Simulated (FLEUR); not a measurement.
# ZnCo3C: which magnetic order is lowest

Aim: find out whether ZnCo3C carries moments, and which collinear order costs least.

Program: FLEUR MaX-R8.1. Level of theory: LDA (VWN); all-electron FLAPW, Dirac cores, scalar-relativistic bands. Results are calculated unless marked as measured.

## 1. Set-up

Symmetry: Pm-3m, No. 221, cubic system. The conventional cell has a = 3.727 Å, b = 3.727 Å, c = 3.727 Å, α = 90.00°, β = 90.00°, γ = 90.00°. Nearest to Zn lie 12 Co at 2.64 Å. Nearest to Co lie 2 C at 1.86 Å and 4 Zn at 2.64 Å and 8 Co at 2.64 Å. Nearest to C lie 6 Co at 1.86 Å. Farther neighbours are not listed.

Structure file:

```cif
data_structure
_symmetry_space_group_name_H-M 'Pm-3m'
_symmetry_Int_Tables_number 221
_cell_length_a 3.7270
_cell_length_b 3.7270
_cell_length_c 3.7270
_cell_angle_alpha 90.000
_cell_angle_beta 90.000
_cell_angle_gamma 90.000
_cell_volume 51.77
loop_
_atom_site_label
_atom_site_type_symbol
_atom_site_symmetry_multiplicity
_atom_site_Wyckoff_symbol
_atom_site_fract_x
_atom_site_fract_y
_atom_site_fract_z
_atom_site_occupancy
Zn1 Zn 1 a 0.00000 0.00000 0.00000 1
Co1 Co 3 c 0.00000 0.50000 0.50000 1
C1 C 1 b 0.50000 0.50000 0.50000 1
```

The cell comes from a database of computed structures and need not be the stable phase.

## 2. Start 1: ferro +++

The parallel start is the test of whether parallel moments hold.

inpgen writes inp.xml from crystal.txt; cutoffs, mixing, functional, smearing and local orbitals are then set in the file. The k list default-1 (kpts.xml, not shown) is a Γ-centred 8×8×8 mesh; where the ranks do not divide the number of points, some are split in two of half the weight.

inp.xml

```
<?xml version="1.0" encoding="UTF-8" standalone="no"?>
<fleurInput fleurInputVersion="0.39">
   <comment>
      ZnCo3C
   </comment>
   <calculationSetup>
      <cutoffs Kmax="4.4" Gmax="13.2" GmaxXC="13.2" numbands="0"/>
      <scfLoop itmax="90" minDistance="0.00002" maxIterBroyd="15" imix="Anderson" alpha="0.05" precondParam="0.0" spinf="2.0" sdNocoIR="T"/>
      <coreElectrons ctail="T" frcor="F" kcrel="0" coretail_lmax="0"/>
      <xcFunctional name="vwn" relativisticCorrections="F"/>
      <magnetism jspins="2"/>
      <soc l_soc="F" theta="0.0" phi="0.0" spav="F"/>
      <expertModes spex="0" secvar="F"/>
      <geometryOptimization l_f="F" forcealpha="1.0" forcemix="BFGS" epsdisp="0.00001" epsforce="0.00001"/>
      <ldaU l_linMix="F" mixParam="0.05" spinf="1.0"/>
   </calculationSetup>
   <cell>
      <bzIntegration valenceElectrons="67.0" mode="hist" fermiSmearingEnergy="0.00110248">
         <kPointListSelection listName="default-1"/>
         <xi:include xmlns:xi="http://www.w3.org/2001/XInclude" href="kpts.xml"> </xi:include>
      </bzIntegration>
      <xi:include xmlns:xi="http://www.w3.org/2001/XInclude" href="sym.xml"> </xi:include>
      <bulkLattice scale="1.0">
         <bravaisMatrix>
            <row-1>    7.0429230192838732     0.0000000000000000     0.0000000000000000</row-1>
            <row-2>    0.0000000000000000     7.0429230192838732     0.0000000000000000</row-2>
            <row-3>    0.0000000000000000     0.0000000000000000     7.0429230192838732</row-3>
         </bravaisMatrix>
      </bulkLattice>
   </cell>
   <atomSpecies>
      <species name="Zinc (Zn)" element="Zn" atomicNumber="30">
         <mtSphere radius="2.66" gridPoints="879" logIncrement="0.014"/>
         <atomicCutoffs lmax="10" lnonsphr="8"/>
         <electronConfig flipSpins="F">
            <coreConfig>(1s1/2) (2s1/2) (2p1/2) (2p3/2) (3s1/2) (3p1/2) (3p3/2)</coreConfig>
            <valenceConfig>(4s1/2) (3d3/2) (3d5/2)</valenceConfig>
         </electronConfig>
         <energyParameters s="4" p="4" d="3" f="4"/>
      </species>
      <species name="Cobalt (Co2.001" element="Co" atomicNumber="27">
         <mtSphere radius="2.19" gridPoints="725" logIncrement="0.017"/>
         <atomicCutoffs lmax="8" lnonsphr="6"/>
         <electronConfig flipSpins="F">
            <coreConfig>(1s1/2) (2s1/2) (2p1/2) (2p3/2)</coreConfig>
            <valenceConfig>(3s1/2) (3p1/2) (3p3/2) (4s1/2) (3d3/2) (3d5/2)</valenceConfig>
            <stateOccupation state="(3d3/2)" spinUp="1.5005" spinDown="1.2995"/>
            <stateOccupation state="(3d5/2)" spinUp="3.0" spinDown="1.2"/>
         </electronConfig>
         <energyParameters s="4" p="4" d="3" f="4"/>
         <lo type="SCLO" l="0" n="3" eDeriv="0"/>
         <lo type="SCLO" l="1" n="3" eDeriv="0"/>
      </species>
      <species name="Carbon (C)" element="C" atomicNumber="6">
         <mtSphere radius="1.24" gridPoints="411" logIncrement="0.025"/>
         <atomicCutoffs lmax="6" lnonsphr="4"/>
         <electronConfig flipSpins="F">
            <coreConfig>(1s1/2)</coreConfig>
            <valenceConfig>(2s1/2) (2p1/2) (2p3/2)</valenceConfig>
            <stateOccupation state="(2p1/2)" spinUp="0.333333" spinDown="0.333333"/>
            <stateOccupation state="(2p3/2)" spinUp="0.666667" spinDown="0.666667"/>
         </electronConfig>
         <energyParameters s="2" p="2" d="3" f="4"/>
      </species>
   </atomSpecies>
   <atomGroups>
      <atomGroup species="Zinc (Zn)">
         <relPos label="                   1">.0000000000 .0000000000 .0000000000</relPos>
         <force calculate="T" relaxXYZ="TTT"/>
      </atomGroup>
      <atomGroup species="Cobalt (Co2.001">
         <relPos label="                   2">.0000000000 1.000/2.000 1.000/2.000</relPos>
         <relPos label="                   3">1.000/2.000 1.000/2.000 .0000000000</relPos>
         <relPos label="                   4">1.000/2.000 .0000000000 1.000/2.000</relPos>
         <force calculate="T" relaxXYZ="TTT"/>
      </atomGroup>
      <atomGroup species="Carbon (C)">
         <relPos label="                   5">1.000/2.000 1.000/2.000 1.000/2.000</relPos>
         <force calculate="T" relaxXYZ="TTT"/>
      </atomGroup>
   </atomGroups>
   <output dos="F" band="F" slice="F">
      <bandDOS minEnergy="-.5*Htr" maxEnergy="0.5*Htr" sigma="0.015" storeEVData="T"/>
      <plotting iplot="0" polar="F">
         <plot TwoD="T" vec1="  1.0  0.0  0.0" vec2="  0.0  1.0  0.0" vec3="  0.0  0.0  1.0" zero="  0.0  0.0  0.0" file="plot"/>
      </plotting>
      <moessbauerParams electricFieldGradient="F" isomerShift="F" coreHyperfine="F" valenceHyperfine="F"/>
   </output>
</fleurInput>
```

crystal.txt

```
ZnCo3C
&input film=F cartesian=F /
3.72695436000  0.00000000000  0.00000000000
0.00000000000  3.72695436000  0.00000000000
0.00000000000  0.00000000000  3.72695436000
1.8897261246
1.0 1.0 1.0

5
30 0.00000000000  0.00000000000  0.00000000000
27 0.00000000000  0.50000000000  0.50000000000 : 2.001
27 0.50000000000  0.50000000000  0.00000000000 : 2.001
27 0.50000000000  0.00000000000  0.50000000000 : 2.001
6 0.50000000000  0.50000000000  0.50000000000

&kpt div1=8 div2=8 div3=8 gamma=T /
```

Started as:

```bash
> OMP_NUM_THREADS=1 inpgen -f crystal.txt > inpgen.log  # inp.xml is then edited as shown
> OMP_NUM_THREADS=1 mpirun -n 2 fleur_MPI > fleur.log
```

The program printed:

```text
Welcome to FLEUR        (www.flapw.de)
      MaX-Release 8.1          (www.max-centre.eu)

 ========== k-point set info ==========
 Selected k-point list: default-1
 k-point list type: mesh
 0 x 0 x 0
 Number of k points: 36

 ------------Calculation Setup---------------------------
 Number of MPI-tasks      :            2
 Number of PE/node        :            2
 Number of OMP-threads    :            1
 k-points in parallel     :            2
 pe's per k-point         :            1
 No of k-point loops      :           18
 Eigenvalue solver        :       lapack
 Number of basis functions:          550
 Approximate size of matrices (H+S) per k-point:         0.005 GB
 --------------------------------------------------------
 Iteration:     1   Distance:      27.42762949 me/bohr^3
 Iteration:     2   Distance:      20.81498923 me/bohr^3
 Iteration:     3   Distance:      15.95363746 me/bohr^3
 Iteration:     4   Distance:      16.48710982 me/bohr^3
 Iteration:     5   Distance:      11.18165296 me/bohr^3
 Iteration:     6   Distance:      12.70758015 me/bohr^3
 Iteration:     7   Distance:      12.97048673 me/bohr^3
 Iteration:     8   Distance:      11.98621538 me/bohr^3
 Iteration:     9   Distance:      11.37865532 me/bohr^3
 Iteration:    10   Distance:      11.35966557 me/bohr^3
[... 14 iterations left out ...]
 Iteration:    25   Distance:       0.01081461 me/bohr^3
 Iteration:    26   Distance:       0.00618326 me/bohr^3
 Iteration:    27   Distance:       0.00194683 me/bohr^3
 Iteration:    28   Distance:       0.00123526 me/bohr^3
 Iteration:    29   Distance:       0.00043221 me/bohr^3
 Iteration:    30   Distance:       0.00042077 me/bohr^3
 Iteration:    31   Distance:       0.00030182 me/bohr^3
 Iteration:    32   Distance:       0.00005774 me/bohr^3
 Iteration:    33   Distance:       0.00003887 me/bohr^3
 Iteration:    34   Distance:       0.00001325 me/bohr^3

 ********************************************************************
 Run finished successfully
 Stop message:
   all done
 ********************************************************************

--- out.xml (last complete iteration) ---
<iteration numberForCurrentRun="   34" overallNumber="   34">
         [... left out ...]
         <bandgap value="0.0029119890" units="eV"/>
         <sumValenceSingleParticleEnergies value="-40.1638668202" units="Htr"/>
         <FermiEnergy value="0.3753089304" units="Htr"/>
         <valenceDensity>
            <mtCharges spin="1">
               <mtCharge atomType="1" total="5.8335317" s="0.4034228" p="0.4039012" d="4.9849718" f="0.0285589"/>
               <mtCharge atomType="2" total="8.1610217" s="1.1610774" p="3.1928671" d="3.7839818" f="0.0175277"/>
               <mtCharge atomType="3" total="0.8218012" s="0.2889773" p="0.5238304" d="0.0081313" f="0.0007570"/>
            </mtCharges>
            <mtCharges spin="2">
               <mtCharge atomType="1" total="5.8645544" s="0.4097590" p="0.4252952" d="4.9878933" f="0.0294332"/>
               <mtCharge atomType="2" total="7.8021190" s="1.1619369" p="3.1967497" d="3.4197875" f="0.0179364"/>
               <mtCharge atomType="3" total="0.8422170" s="0.2909909" p="0.5419741" d="0.0084119" f="0.0007456"/>
            </mtCharges>
            <spinDependentCharge spin="1" total="33.9891017" interstitial="2.8507038" mtSpheres="31.1383979"/>
            <spinDependentCharge spin="2" total="33.0108983" interstitial="2.8977699" mtSpheres="30.1131284"/>
            <totalCharge value="67.0000000000"/>
         </valenceDensity>
         [... left out ...]
         <allElectronCharges>
            <spinDependentCharge spin="1" total="58.9891017" interstitial="2.8511550" mtSpheres="56.1379467"/>
            <spinDependentCharge spin="2" total="58.0108983" interstitial="2.8982218" mtSpheres="55.1126764"/>
            <totalCharge value="116.9999999827"/>
         </allElectronCharges>
         <magneticMomentsInMTSpheres units="muBohr">
            <globalMagMoment atomType="1" vec="0.00000   0.00000  -0.03102"/>
            <localMagMoment atomType="1" vec="0.00000   0.00000  -0.03102"/>
            <globalMagMoment atomType="2" vec="0.00000   0.00000   0.35890"/>
            <localMagMoment atomType="2" vec="0.00000   0.00000   0.35890"/>
            <globalMagMoment atomType="3" vec="0.00000   0.00000  -0.02042"/>
            <localMagMoment atomType="3" vec="0.00000   0.00000  -0.02042"/>
         </magneticMomentsInMTSpheres>
         <moessbauerParams unitsHFF="kG" unitsIS="e/bohr^3" unitsEFG="Htr/bohr^2">
         </moessbauerParams>
         <totalEnergy value="    -6004.7773546811" units="Htr">
            <sumOfEigenvalues value="    -3439.1479842915">
               <coreElectrons value="-3398.9841174712"/>
               <valenceElectrons value="-40.1638668202"/>
            </sumOfEigenvalues>
            <densityCoulombPotentialIntegral value="-9209.7794825701"/>
            <densityEffectivePotentialIntegral value="-9535.5713448683"/>
            <chargeDenXCDenIntegral value="-246.1196140499"/>
            <FockExchangeEnergyValence value="0.0000000000"/>
            <FockExchangeEnergyCore value="0.0000000000"/>
            <atomTypeDependentContributions atomType="1">
               <electronNucleiInteractionDifferentMTs value="2164.3275813984"/>
               <MadelungTerm value="-8.0171299661"/>
            </atomTypeDependentContributions>
            <atomTypeDependentContributions atomType="2">
               <electronNucleiInteractionDifferentMTs value="4999.8774567506"/>
               <MadelungTerm value="-32.3626013224"/>
            </atomTypeDependentContributions>
            <atomTypeDependentContributions atomType="3">
               <electronNucleiInteractionDifferentMTs value="40.4328460470"/>
               <MadelungTerm value="-5.1737444384"/>
            </atomTypeDependentContributions>
            <tkbTimesEntropy value="0.0003981551"/>
            <freeEnergy value="-6004.7777528361"/>
            <extrapolationTo0K value="-6004.7775537586"/>
         </totalEnergy>
         <densityConvergence units="me/bohr^3">
            <chargeDensity spin="1" distance="0.0000074965"/>
            <chargeDensity spin="2" distance="0.0000106321"/>
            <overallChargeDensity distance="0.0000127653"/>
            <spinDensity distance="0.0000132486"/>
         </densityConvergence>
      </iteration>
```

Elapsed: 3 min, on 2 MPI ranks of Arm Neoverse V1, shared host; peak memory 0.17 GiB.

Spin moment in the muffin-tin sphere by atom:

```
atom  spin moment in the muffin-tin sphere (μB)
 Zn1                                     -0.031
 Co2                                      0.359
 Co3                                      0.359
 Co4                                      0.359
  C5                                     -0.020
```

Read from the output:

| Quantity | Value |
| --- | --- |
| free energy | -163398.3268 eV |
| program's band gap on this mesh (in a metal only a level spacing) | 0.002912 eV |
| magnetization | 0.9782 μB |
| final state | ferromagnetic |

After 34 cycles the largest moment stands at 0.359 μB.

[end of part 1 of 2]

[Logs and program files are shortened in this print: banners, set-up blocks, solver, clock and traceback lines can be left out without a mark of their own.]

[Logs are printed without paths, hosts, clocks, repeated set-up lines and the standing remarks that a program may print on its own settings, such as how far it seeks lower states.]

[Hosts, paths, dates, database ids (printed as entryN), source tags and the programs' standing remarks are cut or masked in the printed files.]

[Where a cell is said to come from a database of computed structures, the database is the Materials Project.]
